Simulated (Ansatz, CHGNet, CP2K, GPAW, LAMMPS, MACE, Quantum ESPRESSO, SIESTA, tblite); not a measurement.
## Amorphous Ge (61 atoms): runs against a plane-wave reference

Density of this cell: 5.25 g/cm³. The cell holds 61 atoms: 61 Ge. Its edges and angles: a = 11.188 Å, b = 11.188 Å, c = 11.188 Å, α = 90.0°, β = 90.0°, γ = 90.0°. 61 atoms (61 Ge) placed at random at 5.25 g/cm³, melted at 3500 K for 10 ps at fixed volume with the Tersoff potential (Tersoff, Phys. Rev. B 39, 5566 (1989)). Quenched from 3500 K to 500 K at 3 K/ps and fixed volume, held 5 ps.

Geometry: as built.

The reference, a calculation:

| Item | Value |
| --- | --- |
| method | Kohn-Sham DFT, PBE, SSSP efficiency 1.3.0 pseudopotentials, plane waves (Quantum ESPRESSO 7.5); sssp-pbe-1.3.0-efficiency, cutoffs 45/360 Ry, Γ point |
| r.m.s. force component | 0.6362 eV/Å |
| longest force | 2.14 eV/Å |
| pressure | 3.808 GPa |
| time | 2.9 min on 4 MPI ranks of Arm Neoverse V2, shared host |
| CPU time | 11 min |

Runs, in no order:
A. tblite GFN1-xTB: GFN1-xTB tight binding, diagonalisation
B. CP2K PBE, DZVP-UZH, 350/50 Ry, diagonalisation: Kohn-Sham DFT, PBE, GTH-PBE pseudopotentials, Gaussian and plane waves, DZVP-MOLOPT (UZH set), diagonalisation
C. CP2K PBE, TZV2P-MOLOPT (SR for Ge), 350/50 Ry, diagonalisation: Kohn-Sham DFT, PBE, GTH-PBE pseudopotentials, Gaussian and plane waves, TZV2P-MOLOPT-GTH, diagonalisation
D. GPAW PBE, LCAO dzp, h 0.2 Å: Kohn-Sham DFT, PBE, PAW, atomic orbitals (dzp)
E. CP2K PBE+D4, DZVP-UZH, 350/50 Ry, diagonalisation: Kohn-Sham DFT, PBE+D4, GTH-PBE pseudopotentials, Gaussian and plane waves, DZVP-MOLOPT (UZH set), diagonalisation

Q: Order them from the smallest to the largest r.m.s. force difference.

C, B, E, D, A.

| run | Δ force, r.m.s. (meV/Å) | share of r.m.s. force (%) | CPU time |
| --- | --- | --- | --- |
| C. CP2K PBE, TZV2P-MOLOPT (SR for Ge), 350/50 Ry, diagonalisation | 18.5 | 2.91 | 2 min |
| B. CP2K PBE, DZVP-UZH, 350/50 Ry, diagonalisation | 29.3 | 4.61 | 1.9 min |
| E. CP2K PBE+D4, DZVP-UZH, 350/50 Ry, diagonalisation | 51.0 | 8.02 | 1.9 min |
| D. GPAW PBE, LCAO dzp, h 0.2 Å | 71.6 | 11.3 | 2.6 min |
| A. tblite GFN1-xTB | 173 | 27.1 | 5.1 s |

Periodic xTB results under one method name differ between programs and library versions. The network of bonds at the start is that of the classical potential that made the cell, and needn't be the one that DFT or experiment would give. The electronic-structure runs sample only Γ, in a cell whose shortest periodic width is 11 Å, which is coarse for a cell with partly filled levels.

[Hosts, paths, dates, database ids (printed as entryN), source tags and the programs' standing remarks are cut or masked in the printed files.]
